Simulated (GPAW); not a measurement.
# Cu L₃-edge XANES of YCu (Pm-3m), part 3 of 3

Aim: the dependence of the Cu L₃ near-edge features of YCu (Pm-3m) on volume.

GPAW 26.7.0; X-ray absorption from dipole matrix elements to empty bands, plane-wave PAW LDA.

So far. Step 4 (Spectrum with XCH, Cu atom 2): The total-energy difference is 937.87 eV. Two terms are added: -2.03 eV, since the hole is spin-paired here and a spin-polarised one costs that much less in the free atom (computed apart); −6.53 eV, a third of the tabulated L₂–L₃ splitting, since the scalar-relativistic hole is their mean. The photon energy is then 929.30 eV. The tabulated edge of the element is 932.7 eV. The functional leaves an error of a few eV in such absolute values.

**8. Spectrum with XCH, Cu atom 2**

Shorter bonds are expected to push antibonding states and scattering resonances up, and longer ones down; the cell is scaled to test that.

Changed against the first core-hole run: volume scale from 1 to 1.06.

The input, xas.py:

```python
import numpy as np
from ase import Atoms
from ase.parallel import parprint, paropen
from gpaw import GPAW, PW, FermiDirac, Mixer, MixerDif, setup_paths
from gpaw.test import gen
setup_paths.insert(0, '.')
gen('Cu', name='fch2p', xcname='LDA', corehole=(2, 1, 1), write_xml=True)
from gpaw.mpi import world
world.barrier()

atoms = Atoms('Y4Cu4',
    cell=[[3.52593879, 3.52593879, 3.52593879],
     [-3.52593879, 3.52593879, -3.52593879],
     [-3.52593879, -3.52593879, 3.52593879]],
    scaled_positions=[[0, 0, 0],
     [0, 0.5, 0.5],
     [0.5, 0, 0.5],
     [0.5, 0.5, 0],
     [0.5, 0, 0],
     [0.5, 0.5, 0.5],
     [0, 0, 0.5],
     [0, 0.5, 0]],
    pbc=True)
atoms.calc = calc = GPAW(legacy_gpaw=True, mode=PW(430), xc='LDA', setups={4: 'fch2p'},
    kpts={'size': (5, 5, 5), 'gamma': True}, occupations=FermiDirac(0.1),
    charge=-1, mixer=Mixer(0.1, 5, 50), maxiter=150,
    convergence={'density': 0.0001}, txt='scf.txt')
energy = atoms.get_potential_energy() + calc.get_reference_energy()
ef = calc.get_fermi_level()
out = dict(energy=energy, fermi=ef, forces=atoms.get_forces().tolist())
parprint(f'all-electron energy {energy:.4f} eV, Fermi level {ef:.4f} eV')
ev = np.array([[calc.get_eigenvalues(k, s) for k in range(len(calc.get_ibz_k_points()))] for s in range(calc.get_number_of_spins())])
out['homo'], out['lumo'], out['counts'] = ev[ev < ef].max(), ev[ev > ef].min(), sorted(set((ev < ef).sum((0, 2)).tolist()))
out['filled'] = (ev[:, 0] < ef).sum(1).tolist()

from ase.units import Ha
from gpaw.xas import dipole_matrix_elements
nb = int(calc.get_number_of_electrons() / 2) + 127
top, nb = nb, nb + 8 + nb // 12
nscf = calc.fixed_density(kpts={'size': (6, 6, 6), 'gamma': True}, nbands=nb,
    convergence={'bands': top, 'eigenstates': 1e-5}, maxiter=60, txt='nscf.txt')
cell = atoms.cell.array
ops = [cell.T @ U.T @ np.linalg.inv(cell.T) for U in nscf.wfs.kd.symmetry.op_scc]
E = np.arange(-6, 34, 0.1)
fwhm = np.interp(E, [4, 25], [0.9, 3.5])
Y, X, zero, highest = 0, 0, 1e9, 1e9
for spin in range(nscf.get_number_of_spins()):
    wfs = nscf.wfs
    A = dipole_matrix_elements(wfs.setups[4])
    eps = np.zeros((wfs.kd.nibzkpts, nb))
    d = np.zeros((3, A.shape[1], wfs.kd.nibzkpts, nb), complex)
    for kpt in wfs.kpt_u:
        if kpt.s == spin and 4 in kpt.P_ani:
            eps[kpt.k] = kpt.eps_n * Ha
            d[:, :, kpt.k] = (kpt.weight * wfs.nspins / 2) ** 0.5 * np.inner(A, kpt.P_ani[4])
    world.sum(eps)
    world.sum(d)
    T = np.einsum('amkn,bmkn->abkn', d, d.conj()).real
    T = sum(np.einsum('ai,ijkn,bj->abkn', R, T, R) for R in ops) / len(ops)
    empty = eps > ef
    zero, highest = min(zero, eps[empty].min()), min(highest, eps[:, top - 1].min())
    lines = [(eps, T, empty)] if spin == 0 else lines + [(eps, T, empty)]
for eps, T, empty in lines:
    f = np.einsum('aakn->akn', T).reshape(3, -1)
    x = eps.ravel() - zero
    w = np.interp(x, E, fwhm) / 2.35482
    g = np.exp(-0.5 * ((E[:, None] - x) / w) ** 2) / (w * (2 * np.pi) ** 0.5)
    Y = Y + (f * empty.ravel()) @ g.T
    X = X + (f * ~empty.ravel()) @ g.T
out.update(E=E.round(2).tolist(), xas=Y.tolist(), xes=X.tolist(), zero=zero, valid=highest - zero, nk=len(eps), nb=nb)
for i in range(0, len(E), 10):
    parprint(f'{E[i]:7.2f}', *(f'{v:10.3e}' for v in Y[:, i]))
import json
with paropen('out.json', 'w') as f:
    json.dump(out, f)
```

On the command line:

```sh
$ OMP_NUM_THREADS=1 mpirun -n 2 gpaw python xas.py
```

Numbers of over 12 decimals in the logs are rounded to 6 here.

The log of the run:

```text
Input parameters:
  charge: -1
  convergence: {density: 0.0001}
  kpts: {gamma: True,
         size: (5, 5, 5)}
  maxiter: 150
  mixer: {backend: pulay,
          beta: 0.1,
          method: separate,
          nmaxold: 5,
          weight: 50}
  mode: {ecut: 430.0,
         name: pw}
  occupations: {fixmagmom: False,
                name: fermi-dirac,
                width: 0.1}
  setups: {4: fch2p}

Initialize ...

[...]
*d    :     0.235492
--------------------------------

Diagonalizing with gridspacing h=0.050

state   all-electron     PAW
-------------------------------
4s:      -0.509468    -0.509609
4p:      -0.289416    -0.289516
3d:      -0.764508    -0.764965
*f:                   -0.018941
-------------------------------
all-electron energy -546858.8034 eV, Fermi level 6.8825 eV
[...]
32.00  4.961e-05  4.961e-05  4.961e-05
  33.00  4.935e-05  4.935e-05  4.935e-05
[key lines of the parts left out:]
Converged after 26 iterations.
Dipole moment: (0.000000, 0.000000, 0.000000) |e|*Ang
Free energy:    -48.011492
Fermi level: 6.88246
```

It took 4.9 min on 2 MPI ranks of Arm Neoverse V2, shared host; peak memory 0.56 GiB; 9.8 min of CPU time.

```
E (eV)  first run  this run
  -2.0       0.00      0.00
  -1.0       0.01      0.00
   0.0       0.58      0.47
   1.0       0.61      0.63
   2.0       0.89      0.90
   3.0       1.35      1.37
   4.0       0.77      0.63
   5.0       0.44      0.39
   6.0       0.40      0.42
   7.0       0.50      0.54
   8.0       0.73      0.86
   9.0       1.20      1.15
  10.0       1.25      1.20
  11.0       1.21      1.25
  12.0       1.22      1.17
  13.0       1.11      1.07
  14.0       1.07      1.12
  15.0       1.17      1.18
  16.0       1.17      1.13
  17.0       1.14      1.22
  18.0       1.28      1.40
  19.0       1.39      1.37
  20.0       1.30      1.21
  21.0       1.14      1.13
  22.0       1.08      1.11
  23.0       1.07      1.10
  24.0       1.06      1.11
  25.0       1.08      1.15
  26.0       1.12      1.21
  27.0       1.18      1.28
  28.0       1.24      1.29
  29.0       1.25      1.25
  30.0       1.20      1.18
  31.0       1.13      1.12
  32.0       1.07      1.08
```

The scaled spectrum changes by 6 % r.m.s. Another feature, at 18.4 eV (1.42), becomes the highest below 24 eV; the one at 3.2 eV (1.42) is now at 3.0 eV (1.37).

The photon energy of the zero moves by -0.11 eV.

**9. Reference energy of the supercell**

The cell changes for the next run, so it gets a reference energy of its own.

The cell differs from the one that the last finished run ended in (a 6.107 → 6.164 Å, b 6.107 → 6.164 Å, c 6.107 → 6.164 Å).

The input, scf.py:

```python
import numpy as np
from ase import Atoms
from ase.parallel import parprint, paropen
from gpaw import GPAW, PW, FermiDirac, Mixer, MixerDif, setup_paths
from gpaw.test import gen
setup_paths.insert(0, '.')
gen('Cu', name='nch2p', xcname='LDA', corehole=(2, 1, 0), write_xml=True)
from gpaw.mpi import world
world.barrier()

atoms = Atoms('Y4Cu4',
    cell=[[3.5588934, 3.5588934, 3.5588934],
     [-3.5588934, 3.5588934, -3.5588934],
     [-3.5588934, -3.5588934, 3.5588934]],
    scaled_positions=[[0, 0, 0],
     [0, 0.5, 0.5],
     [0.5, 0, 0.5],
     [0.5, 0.5, 0],
     [0.5, 0, 0],
     [0.5, 0.5, 0.5],
     [0, 0, 0.5],
     [0, 0.5, 0]],
    pbc=True)
atoms.calc = calc = GPAW(legacy_gpaw=True, mode=PW(430), xc='LDA', setups={4: 'nch2p'},
    kpts={'size': (5, 5, 5), 'gamma': True}, occupations=FermiDirac(0.1),
    charge=0, mixer=Mixer(0.1, 5, 50), maxiter=150,
    convergence={'density': 0.0001}, txt='scf.txt')
energy = atoms.get_potential_energy() + calc.get_reference_energy()
ef = calc.get_fermi_level()
out = dict(energy=energy, fermi=ef, forces=atoms.get_forces().tolist())
parprint(f'all-electron energy {energy:.4f} eV, Fermi level {ef:.4f} eV')
ev = np.array([[calc.get_eigenvalues(k, s) for k in range(len(calc.get_ibz_k_points()))] for s in range(calc.get_number_of_spins())])
out['homo'], out['lumo'], out['counts'] = ev[ev < ef].max(), ev[ev > ef].min(), sorted(set((ev < ef).sum((0, 2)).tolist()))
out['filled'] = (ev[:, 0] < ef).sum(1).tolist()
import json
with paropen('out.json', 'w') as f:
    json.dump(out, f)
```

On the command line:

```sh
$ OMP_NUM_THREADS=1 mpirun -n 2 gpaw python scf.py
```

The log of the run:

```text
Input parameters:
  convergence: {density: 0.0001}
  kpts: {gamma: True,
         size: (5, 5, 5)}
  maxiter: 150
  mixer: {backend: pulay,
          beta: 0.1,
          method: separate,
          nmaxold: 5,
          weight: 50}
  mode: {ecut: 430.0,
         name: pw}
  occupations: {fixmagmom: False,
                name: fermi-dirac,
                width: 0.1}
  setups: {4: nch2p}

Initialize ...

[...]
*s    :     0.821514
4p(0) :    -0.028757     1.001617
*p    :     0.971243
3d(10):    -0.195673     0.277238
*d    :     0.804327
--------------------------------

Diagonalizing with gridspacing h=0.050

state   all-electron     PAW
-------------------------------
4s:      -0.178486    -0.178572
4p:      -0.028757    -0.028678
3d:      -0.195673    -0.196155
*f:                    0.071609
-------------------------------
all-electron energy -547796.2837 eV, Fermi level 6.4670 eV
[key lines of the parts left out:]
Converged after 20 iterations.
Dipole moment: (0.000000, 0.000000, 0.000000) |e|*Ang
Free energy:    -40.436474
Fermi level: 6.46699
```

Elapsed: 62 s, on 2 MPI ranks; peak memory 0.28 GiB.

Reference energy: -547796.284 eV with the cores included.

**10. Spectrum with XCH, Cu atom 2**

Shorter bonds are expected to push antibonding states and scattering resonances up, and longer ones down; the cell is scaled to test that.

Changed against the first core-hole run: volume scale from 1 to 1.09.

Edit xas.py of step 8 so:

```diff
@@ -11,5 +11,5 @@
 atoms = Atoms('Y4Cu4',
-    cell=[[3.52593879, 3.52593879, 3.52593879],
-     [-3.52593879, 3.52593879, -3.52593879],
-     [-3.52593879, -3.52593879, 3.52593879]],
+    cell=[[3.5588934, 3.5588934, 3.5588934],
+     [-3.5588934, 3.5588934, -3.5588934],
+     [-3.5588934, -3.5588934, 3.5588934]],
     scaled_positions=[[0, 0, 0],
@@ -37,3 +37,3 @@
 from gpaw.xas import dipole_matrix_elements
-nb = int(calc.get_number_of_electrons() / 2) + 127
+nb = int(calc.get_number_of_electrons() / 2) + 130
 top, nb = nb, nb + 8 + nb // 12
```

On the command line:

```sh
$ OMP_NUM_THREADS=1 mpirun -n 2 gpaw python xas.py
```

The log of the run:

```text
Input parameters:
  charge: -1
  convergence: {density: 0.0001}
  kpts: {gamma: True,
         size: (5, 5, 5)}
  maxiter: 150
  mixer: {backend: pulay,
          beta: 0.1,
          method: separate,
          nmaxold: 5,
          weight: 50}
  mode: {ecut: 430.0,
         name: pw}
  occupations: {fixmagmom: False,
                name: fermi-dirac,
                width: 0.1}
  setups: {4: fch2p}

Initialize ...

[...]
*d    :     0.235492
--------------------------------

Diagonalizing with gridspacing h=0.050

state   all-electron     PAW
-------------------------------
4s:      -0.509468    -0.509609
4p:      -0.289416    -0.289516
3d:      -0.764508    -0.764965
*f:                   -0.018941
-------------------------------
all-electron energy -546858.5774 eV, Fermi level 6.6202 eV
[...]
32.00  4.978e-05  4.978e-05  4.978e-05
  33.00  5.046e-05  5.046e-05  5.046e-05
[key lines of the parts left out:]
Converged after 24 iterations.
Dipole moment: (0.000000, 0.000000, 0.000000) |e|*Ang
Free energy:    -47.788713
Fermi level: 6.62020
```

Wall time 5 min (2 MPI ranks); peak memory 0.58 GiB; 10 min of CPU time.

```
E (eV)  first run  this run
  -2.0       0.00      0.00
  -1.0       0.01      0.00
   0.0       0.58      0.51
   1.0       0.61      0.64
   2.0       0.89      0.91
   3.0       1.35      1.33
   4.0       0.77      0.58
   5.0       0.44      0.38
   6.0       0.40      0.44
   7.0       0.50      0.57
   8.0       0.73      0.89
   9.0       1.20      1.13
  10.0       1.25      1.21
  11.0       1.21      1.27
  12.0       1.22      1.13
  13.0       1.11      1.07
  14.0       1.07      1.15
  15.0       1.17      1.16
  16.0       1.17      1.13
  17.0       1.14      1.29
  18.0       1.28      1.44
  19.0       1.39      1.33
  20.0       1.30      1.19
  21.0       1.14      1.14
  22.0       1.08      1.12
  23.0       1.07      1.11
  24.0       1.06      1.14
  25.0       1.08      1.19
  26.0       1.12      1.26
  27.0       1.18      1.31
  28.0       1.24      1.30
  29.0       1.25      1.23
  30.0       1.20      1.17
  31.0       1.13      1.12
  32.0       1.07      1.10
```

Against the first run the r.m.s. difference is 9 %. Another feature, at 18.0 eV (1.44), becomes the highest below 24 eV; the one at 3.2 eV (1.42) is now at 2.9 eV (1.34).

The photon energy of the zero moves by -0.16 eV.

**11. The volumes side by side**

```
volume  nearest distance (Å)  shift of the zero (eV)  maximum 1 (eV above own zero)  maximum 2 (eV above own zero)  maximum 3 (eV above own zero)
  0.94                 2.934                   +0.12                            3.5                           19.7                           29.7
     1                 2.995                   +0.00                            3.2                           19.0                           28.6
  1.06                 3.054                   -0.11                            3.0                           18.4                           27.7
  1.09                 3.082                   -0.16                            2.9                           18.0                           27.3
```

The curves, each shifted by its zero's change so that they share one photon-energy axis, counted from the zero at V × 1:

```
E (eV)  V × 0.94  V × 1  V × 1.06  V × 1.09
  -2.0      0.00   0.00      0.00      0.00
  -1.0      0.00   0.01      0.01      0.01
   0.0      0.48   0.58      0.57      0.65
   1.0      0.62   0.61      0.67      0.70
   2.0      0.90   0.89      0.92      0.94
   3.0      1.17   1.35      1.36      1.26
   4.0      1.20   0.77      0.58      0.52
   5.0      0.47   0.44      0.39      0.38
   6.0      0.40   0.40      0.43      0.45
   7.0      0.45   0.50      0.56      0.60
   8.0      0.59   0.73      0.90      0.94
   9.0      1.05   1.20      1.17      1.15
  10.0      1.37   1.25      1.21      1.22
  11.0      1.24   1.21      1.26      1.26
  12.0      1.19   1.22      1.16      1.11
  13.0      1.19   1.11      1.06      1.07
  14.0      1.08   1.07      1.13      1.16
  15.0      1.08   1.17      1.17      1.15
  16.0      1.19   1.17      1.13      1.14
  17.0      1.17   1.14      1.24      1.33
  18.0      1.16   1.28      1.41      1.44
  19.0      1.30   1.39      1.36      1.30
  20.0      1.37   1.30      1.20      1.18
  21.0      1.25   1.14      1.13      1.13
  22.0      1.10   1.08      1.11      1.12
  23.0      1.04   1.07      1.10      1.11
  24.0      1.03   1.06      1.11      1.14
  25.0      1.04   1.08      1.15      1.20
  26.0      1.05   1.12      1.22      1.27
  27.0      1.09   1.18      1.28      1.31
  28.0      1.14   1.24      1.29      1.29
  29.0      1.19   1.25      1.24      1.22
  30.0      1.21   1.20      1.17      1.16
  31.0      1.17   1.13      1.11      1.11
  32.0      1.10   1.07      1.08      1.10
```

**12. Summary of results**

- absorber and edge: Cu L₃, atom 2 of the ground-state input (counted from 1)
- surroundings: 8 Y at 2.99 Å and 6 Cu at 3.46 Å (cube and octahedron, as in bcc, site symmetry m-3m)
- highest intensity below 24 eV: 3.2 eV above the zero, height 1.42
- photon energy of the zero, with the added terms: 929.3 eV (raw 937.9 eV; uncertain by a few eV)

**Reading.** From V × 0.94 to V × 1.09 the nearest distance grows by 0.148 Å and the zero moves by -0.28 eV. Above their own zero, the maxima move from 3.5 to 2.9 eV, from 19.7 to 18.0 eV and from 29.7 to 27.3 eV. The one highest in energy moves most, in the direction that the rule ΔE·R² ≈ constant for scattering resonances gives. The meshes differ between volumes, which adds to the changes. The Cu L₃ edge of atom 2, with 8 Y at 2.99 Å and 6 Cu at 3.46 Å (cube and octahedron, as in bcc, site symmetry m-3m), has its highest intensity of the first 24 eV at 3.2 eV above the zero, near 933 eV in photon energy (uncertain by a few eV), 1.4 times the mean level of the first 20 eV (Gaussian full width 0.9 eV up to 4 eV, rising linearly to 3.5 eV at 25 eV). Only the L₃ part is meant: spin–orbit coupling of the core level isn't computed and the L₂ copy isn't added. The holes are only 6.0 Å apart, so the shape is probably not converged with cell size; no larger cell was run here. Lifetime broadening is put in by hand, and intensities beyond about 20 eV depend on it and on the partial waves. The structure is a computed Materials Project entry and may be a hypothetical form.

[Banner, clock and machine lines of the logs are left out without a mark of their own.]

[Logs are printed without paths, hosts, clocks, repeated set-up lines and the standing remarks that a program may print on its own settings, such as how far it seeks lower states.]

[Hosts, paths, dates, database ids (printed as entryN), source tags and the programs' standing remarks are cut or masked in the printed files.]

[Lists of maxima count a maximum above −3 eV only where it reaches 4 % of the highest in the window and stands out from its surroundings by 2 % of it (1.5 % where it reaches 55 %); shoulders and weaker maxima are passed over, and of the rest the first, up to two pre-edge ones and the few strongest are named.]
